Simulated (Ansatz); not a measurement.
# 1T-PbF2 monolayer in a perpendicular field

Wanted: the out-of-plane response of the 1T-PbF2 monolayer. A positive field points along +c.

Calculated with Ansatz 0.2.0; plane-wave DFT, PBE-D3(BJ), Ansatz PAW (set soft_1); PAW set soft_1.

Report form: inputs, costs, results and the conclusion, without the logs.

## 1. The starting structure

The cell holds 3 atoms: 2 F and 1 Pb. Its edges and angles: a = 2.749 Å, b = 2.749 Å, c = 35.757 Å, α = 90.0°, β = 90.0°, γ = 120.0°. Vacuum lies along c.

## 2. Relaxing the slab

The starting cell is a guess, so the in-plane lattice and the atoms are relaxed first, with the slab cut off from its images along the normal.

input.yaml reads:

```yaml
crystal:
  lattice:
    - [2.749142, 0.0, 0.0]
    - [-1.374571, 2.3808268106, 0.0]
    - [0.0, 0.0, 35.7573446258]
  atoms:
    - { symbol: F, position: [0.6666666667, 0.3333333333, 0.4670369172] }
    - { symbol: Pb, position: [0.0, 0.0, 0.5] }
    - { symbol: F, position: [0.3333333333, 0.6666666667, 0.5329630828] }
  periodic: [true, true, false]
kpoints:
  mp_grid: { grid: [12, 12, 1] }
hamiltonian:
  xc: pbe
  dispersion: d3bj
  pseudopotentials: { kind: paw, azcp: { folder: soft_1 } }
scf:
  occupations: { method: fermi_dirac, width: 0.05 }
  convergence: { dr2_threshold: 1.0e-09 }
relax:
  f_tol: 0.004
  max_steps: 90
  cell: {}
output:
  write_potential: true
  write_density: true
  volumetric_format: npy
```

Run with:

```console
> ansatz run input.yaml --threads 2 --pin off --max-ram 3072MiB --backend cpu --events-out ev --progress --plain --runs-dir out
```

Wall time 87 s (2 threads of Arm Neoverse V1, shared host); peak memory 0.68 GiB; 2.8 min of CPU time.

Step by step:

| step | energy less that of the first step (eV) | largest force component (eV/Å) | volume (Å³) |
| --- | --- | --- | --- |
| 1 | 0.0000 | 15.2084 | 234.04 |
| 2 | -5.5688 | 7.3375 | 242.77 |
| 3 | -8.4333 | 2.8610 | 266.52 |
| 4 | -9.5804 | 1.0899 | 291.41 |
| 5 | -10.1161 | 0.2375 | 318.00 |
| 6 | -10.2431 | 0.0450 | 344.46 |
| 7 | -10.2461 | 0.0058 | 341.21 |
| 8 | -10.2460 | 0.0039 | 341.51 |
| 9* | -10.8457 | 0.0145 | 341.51 |
| 10 | -11.2271 | 0.0170 | 370.36 |
| 11 | -11.4808 | 0.1058 | 399.70 |
| 12 | -11.6055 | 0.0717 | 430.08 |
| 13 | -11.6126 | 0.0024 | 443.83 |
| 14 | -11.6135 | 0.0142 | 442.13 |
| 15 | -11.6137 | 0.0122 | 441.87 |
| 16 | -11.6136 | 0.0002 | 442.12 |
| 17* | -11.7904 | 0.0073 | 442.12 |
| 18 | -11.8506 | 0.0036 | 464.72 |
| 19 | -11.8611 | 0.0022 | 485.72 |
| 20* | -11.8788 | 0.0036 | 485.72 |
| 21 | -11.8786 | 0.0010 | 487.46 |
| 22* | -11.8789 | 0.0011 | 487.46 |

Relaxation steps marked * repeat the geometry before them on a plane-wave basis chosen anew for their cell, so energy and pressure can jump there.

The run keeps the 12 symmetry operations that the program found, so distortions that break them were not tested.

| cell as run | before | after | change |
| --- | --- | --- | --- |
| a (Å) | 2.749 | 3.968 | +44.3 % |
| b (Å) | 2.749 | 3.968 | +44.3 % |

The atoms that moved most (Å, along periodic axes as changes of fractional coordinates times the final cell, across vacuum about the mean position):

| atom | dx | dy | dz | length |
| --- | --- | --- | --- | --- |
| F1 | 0.000 | 0.000 | 0.173 | 0.173 |
| F3 | 0.000 | 0.000 | -0.173 | 0.173 |

Final coordinates:

```xyz
3
Lattice="3.9675 0.0000 0.0000 -1.9838 3.4360 0.0000 0.0000 0.0000 35.7573" Properties=species:S:1:pos:R:3
F     1.9838    1.1453   16.8728
Pb    0.0000    0.0000   17.8787
F     0.0000    2.2907   18.8845
```

Numbers from this step:

```yaml
gap_on_the_k_mesh: 3.461 eV
```

The lattice constant a goes from 2.749 to 3.968 Å.

## 3. Single point, field 0

A sawtooth potential applies the field, turning back in the middle of the vacuum. With the dipole correction the typed value is the field outside the slab. The induced dipole is small, so the SCF threshold is tight.

The cell differs from the one that the last finished run ended in (c 35.757 → 20.012 Å).

input.yaml reads:

```yaml
crystal:
  lattice:
    - [3.9675487758, 0.0, 0.0]
    - [-1.9837743879, 3.4359980306, 0.0]
    - [0.0, 0.0, 20.0117357399]
  atoms:
    - { symbol: F, position: [0.6666666667, 0.3333333333, 0.4497361007] }
    - { symbol: Pb, position: [0.0, 0.0, 0.5] }
    - { symbol: F, position: [0.3333333333, 0.6666666667, 0.5502638993] }
kpoints:
  mp_grid: { grid: [18, 18, 1] }
  band_path:
    path: [[0, 0, 0], [0.5, 0, 0], [0.33333333, 0.33333333, 0], [0, 0, 0]]
    npoints: 16
hamiltonian:
  xc: pbe
  dispersion: d3bj
  pseudopotentials: { kind: paw, azcp: { folder: soft_1 } }
scf:
  occupations: { method: fermi_dirac, width: 0.02585 }
  convergence: { dr2_threshold: 1.0e-10 }
efield:
  axis: 3
  dipole_correction: true
  ramp_position: 0.97
  ramp_width: 0.06
  amplitude: 0
output:
  dos: { projected: true, e_range: [-6, 5] }
  write_potential: true
  write_density: true
  volumetric_format: npy
  elf: true
```

Wall time 15 s (2 threads); peak memory 0.53 GiB.

Read from the output:

* dipole along the normal: 3.36e-7 e·Å
* gap along the path: 3.461 eV
* smallest direct gap along the path: 4.672 eV
* ionisation energy, upper face: 6.998 eV
* electron affinity, upper face: 3.537 eV
* gap, the smaller of path and mesh: 3.461 eV

Running mean over a fixed 2.5 Å (it still follows the layers) of the planar mean; the ramp of the sawtooth is left out. The electron's electrostatic potential energy less the Fermi level by z:

z (Å), electron's electrostatic potential energy less the Fermi level (eV) and a bar from the least value:
```
      3.0       5.25 ##############################
      3.5       5.25 ##############################
      4.0       5.25 ##############################
      4.5       5.25 ##############################
      5.0       5.25 ##############################
      5.5       5.25 ##############################
      6.0       5.24 ##############################
      6.5       5.23 ##############################
      7.0       5.13 ##############################
      7.5       4.47 ############################
      8.0       2.75 #######################
      8.5       0.27 #################
      9.0      -2.35 #########
      9.5      -4.74 ###
     10.0      -5.81 
     10.5      -4.78 ###
     11.0      -2.41 #########
     11.5       0.21 ################
     12.0       2.70 #######################
     12.5       4.44 ############################
     13.0       5.13 ##############################
     13.5       5.23 ##############################
     14.0       5.24 ##############################
     14.5       5.25 ##############################
     15.0       5.25 ##############################
     15.5       5.25 ##############################
     16.0       5.25 ##############################
     16.5       5.25 ##############################
     17.0       5.25 ##############################
```

The density of states has structure finer than the step of the table below, so its rows give means over 0.5 eV. Peaks (eV: height): -4.98: 17.8, -4.84: 10.7, -3.90: 13.6, -3.49: 27.4, -1.92: 6.24, 2.79: 4.87.

Density of states against energy, zero at the Fermi level of the run, which the smearing sets inside the gap; means over each step:

| energy (eV) | density of states (states/eV a cell) |
| --- | --- |
| -5.5 | 0 |
| -5.0 | 4.88 |
| -4.5 | 3.07 |
| -4.0 | 4.79 |
| -3.5 | 6.33 |
| -3.0 | 0.489 |
| -2.5 | 0.978 |
| -2.0 | 2.55 |
| -1.5 | 0.00248 |
| -1.0 | 0 |
| -0.5 | 0 |
| 0.0 | 0 |
| 0.5 | 0 |
| 1.0 | 0 |
| 1.5 | 0.0319 |
| 2.0 | 0.562 |
| 2.5 | 0.908 |
| 3.0 | 1.80 |

Projected DOS per atom over height of the atomic layer and energy from the Fermi level. Layers: F Pb F from below.

Ten even steps from '_' (0.0 states/eV) to '@' (4.4 states/eV), each cell a mean:
```
__..__
__::__
__--__
__..__
______
______
______
______
______
______
______
______
......
..__..
______
______
@@__@@
++__++
::__::
++::++
______
______
```
Columns: height of the atomic layer (Å) from 9 to 11.0; rows upwards: energy from the Fermi level (eV) from -5.96 to 3.67.

Electronic bands along the path, in eV, zero at the Fermi level of the run, which the smearing sets inside the gap:

| point | band 11 | band 12 | band 13 | band 14 | band 15 | band 16 | band 17 | band 18 |
| --- | --- | --- | --- | --- | --- | --- | --- | --- |
| Γ | -3.94 | -3.94 | -3.60 | -3.14 | 1.71 | 4.80 | 5.29 | 5.47 |
| halfway | -3.85 | -3.73 | -3.51 | -2.50 | 2.45 | 4.05 | 5.73 | 6.05 |
| M | -3.78 | -3.65 | -3.52 | -1.92 | 2.75 | 3.94 | 6.26 | 7.16 |
| halfway | -4.06 | -3.55 | -3.49 | -1.84 | 3.18 | 3.98 | 5.50 | 7.46 |
| K | -4.29 | -3.48 | -3.48 | -1.75 | 3.75 | 4.38 | 4.38 | 8.23 |
| halfway | -3.95 | -3.67 | -3.49 | -2.35 | 2.70 | 3.90 | 5.87 | 5.97 |
| Γ | -3.94 | -3.94 | -3.60 | -3.14 | 1.71 | 4.80 | 5.29 | 5.47 |

Electrostatic potential energy in the ca plane at fractional y = 0.000, with atoms of Pb within 0.2 Å of it. With pseudopotentials it is smooth inside the atoms' cores, unlike the true potential.

Ten even steps from '0' (-40 eV) to '9' (2 eV), each cell a mean:
```
99999999999999999998720000489999999999999999
99999999999999999999861002689999999999999999
99999999999999999999987667899999999999999999
99999999999999999999999889999999999999999999
99999999999999999999999999999999999999999999
99999999999999999999999999999999999999999999
99999999999999999999998888999999999999999999
99999999999999999999874225799999999999999999
99999999999999999999840000589999999999999999
99999999999999999998720000379999999999999999
```
Columns run along c (16.0 Å, from fractional 0.08 to 0.87 of the cell; values clipped at the 3rd and 97th percentile), rows up along a (4.0 Å). Atoms in or near the plane, at fractional coordinates: Pb at (0.50, 0.00).

ELF in the ca plane at fractional y = 0.000, with atoms of Pb within 0.2 Å of it. It is the smooth field of the valence electrons, not physical close to the nuclei.

Ten even steps from '0' (0.00) to '9' (0.48), each cell a mean:
```
00000000000000000014796117973000000000000000
00000000000000000001489889731000000000000000
00000000000000000000135774210000000000000000
00000000000000000012321111232100000000000000
00000000000000000135652002564210000000000000
00000000000000000124531012454210000000000000
00000000000000000011112432111000000000000000
00000000000000000000258998420000000000000000
00000000000000000003698449852000000000000000
00000000000000000015894006974100000000000000
```
Columns run along c (16.0 Å, from fractional 0.08 to 0.87 of the cell), rows up along a (4.0 Å). Atoms in or near the plane, at fractional coordinates: Pb at (0.50, 0.00).

Valence density in the ca plane at fractional y = 0.000, with atoms of Pb within 0.2 Å of it. It is the smooth field of the valence electrons, not physical close to the nuclei.

Ten steps, logarithmic in the rise over the least value, from '0' (0.0 e/Å³) to '9' (7.0 e/Å³), each cell a mean:
```
00000000000000000001368998520000000000000000
00000000000000000000246776310000000000000000
00000000000000000000123443210000000000000000
00000000000000000001112222110000000000000000
00000000000000000001121111211000000000000000
00000000000000000001121111211000000000000000
00000000000000000000122222110000000000000000
00000000000000000000135664210000000000000000
00000000000000000001257887420000000000000000
00000000000000000001368998521000000000000000
```
Columns run along c (16.0 Å, from fractional 0.08 to 0.87 of the cell), rows up along a (4.0 Å). Atoms in or near the plane, at fractional coordinates: Pb at (0.50, 0.00).

The gap is 3.46 eV, with the valence edge 7.00 eV and the conduction edge 3.54 eV under the upper vacuum level. Spin-orbit coupling, left out in this run, matters for the bands of elements this heavy.

## 4. Single point, field 0.1 V/Å

Changes to input.yaml since step 3:

```diff
@@ -24,7 +24,6 @@
   dipole_correction: true
-  ramp_position: 0.97
-  ramp_width: 0.06
-  amplitude: 0
+  ramp_position: 0.9136
+  ramp_width: 0.1729
+  amplitude: 0.1
 output:
-  dos: { projected: true, e_range: [-6, 5] }
   write_potential: true
@@ -32,2 +31 @@
   volumetric_format: npy
-  elf: true
```

Wall time 15 s (2 threads); peak memory 0.5 GiB.

The dipole is 0.0192 e·Å, and the gap 3.460 eV.

## 5. Atoms held, field -0.1 V/Å

Changes to input.yaml since step 4:

```diff
@@ -26,3 +26,3 @@
   ramp_width: 0.1729
-  amplitude: 0.1
+  amplitude: -0.1
 output:
```

The job ended after 15 s (2 threads; peak memory 0.5 GiB).

The dipole is -0.0192 e·Å, and the gap 3.460 eV.

## 6. Response, atoms held

This step: plane-wave DFT, PBE-D3(BJ), Ansatz PAW (set soft_1); response to a field along the normal, atoms held; PAW set soft_1 (Ansatz 0.2.0).

The dipoles give the slope, and the difference of two potentials shows where the field is screened.

This step gave:

* equivalent conductor thickness p/(ε₀AE): 2.550 Å
* distance between the outer atoms: 2.012 Å

Dipole of the cell against applied field:

| applied field (V/Å) | dipole of the cell (e·Å) |
| --- | --- |
| -0.1000 | -0.0192 |
| 0.0000 | 3.4e-7 |
| 0.1000 | 0.0192 |

Local field over the applied field, running mean. From the potentials at -0.1 and 0.1 V/Å; running mean over 2.5 Å. Table of local field over applied field by z:

| z (Å) | local field over applied field |
| --- | --- |
| 4.00 | 1.000 |
| 4.45 | 1.000 |
| 4.89 | 1.000 |
| 5.19 | 0.999 |
| 5.63 | 0.998 |
| 6.08 | 0.993 |
| 6.52 | 0.981 |
| 6.97 | 0.950 |
| 7.26 | 0.911 |
| 7.71 | 0.824 |
| 8.15 | 0.697 |
| 8.60 | 0.551 |
| 9.04 | 0.412 |
| 9.34 | 0.331 |
| 9.78 | 0.254 |
| 10.23 | 0.254 |
| 10.67 | 0.331 |
| 10.97 | 0.412 |
| 11.41 | 0.551 |
| 11.86 | 0.697 |
| 12.30 | 0.824 |
| 12.75 | 0.911 |
| 13.04 | 0.950 |
| 13.49 | 0.981 |
| 13.93 | 0.993 |
| 14.38 | 0.998 |
| 14.82 | 0.999 |
| 15.12 | 1.000 |
| 15.56 | 1.000 |
| 16.01 | 1.000 |

Electrons, planar mean, per unit field. The induced electron density by z:

z (Å), induced electron density (e/Å³ per V/Å) and a bar from the least value:
```
     4.00    0.00000 ###############
     4.45    0.00000 ###############
     4.89    0.00000 ###############
     5.19    0.00000 ###############
     5.63    0.00001 ###############
     6.08    0.00003 ###############
     6.52    0.00008 ###############
     6.97    0.00023 ################
     7.26    0.00045 #################
     7.71    0.00111 ####################
     8.15    0.00227 #########################
     8.60    0.00247 ##########################
     9.04    0.00349 ##############################
     9.34    0.00192 #######################
     9.78   -0.00009 ###############
    10.23    0.00009 ###############
    10.67   -0.00192 #######
    10.97   -0.00349 
    11.41   -0.00247 ####
    11.86   -0.00227 #####
    12.30   -0.00111 ##########
    12.75   -0.00045 #############
    13.04   -0.00023 ##############
    13.49   -0.00008 ###############
    13.93   -0.00003 ###############
    14.38   -0.00001 ###############
    14.82    0.00000 ###############
    15.12    0.00000 ###############
    15.56    0.00000 ###############
    16.01    0.00000 ###############
```

The smaller of the gaps on the path and on the k-mesh, counted as 0 under 0.03 eV; in a wide-gap layer a fall can come from a state in the tilted vacuum. The gap stays at 3.46 eV for applied field from -0.1 to 0.1 V/Å.

By hand: between -0.1 and 0.1 V/Å the dipole changes by 0.03842 e·Å, a slope of 0.1921 e·Å²/V. A perfect conductor of thickness t has p = ε₀AEt, so t = 180.95 × 0.1921 / 13.632 = 2.55 Å (e/ε₀ = 180.95 V·Å, A in Å²).

The induced dipole is that of a conductor 2.55 Å thick.

## 7. What came out

| Item | Value |
| --- | --- |
| gap without field | 3.46 eV |
| ionisation energy, upper face | 7.00 eV |
| electron affinity, upper face | 3.54 eV |
| equivalent conductor thickness, atoms held | 2.55 Å |

What this shows: The induced dipole equals that of a perfect conductor 2.55 Å thick, while the outer atoms lie 2.01 Å apart; an out-of-plane ε follows only once a thickness t is chosen, by 1 − 1/ε = 2.55 Å / t. The gap stays within 0.01 eV of 3.46 eV over the fields run, up to 0.1 V/Å in size. Semilocal functionals give gaps that are too small, and excitons are not included. Spin-orbit coupling is left out, which matters for the bands of elements this heavy.

[Long decimals in the printed logs are rounded to 6 places.]

[Logs are printed without paths, hosts, clocks, repeated set-up lines and the standing remarks that a program may print on its own settings, such as how far it seeks lower states.]

[Hosts, paths, dates, database ids (printed as entryN), source tags and the programs' standing remarks are cut or masked in the printed files.]

[Maps of the electrostatic potential energy from Ansatz leave out the sawtooth potential of an applied field or a dipole correction, so their vacuum need not be flat; planar profiles and work functions include it.]

[The density of states shown here was stored with 400 of the rows of the run's finer table, so its peaks can read low, often by over a quarter, or be missed, and its means over a window can be off by a tenth or more.]
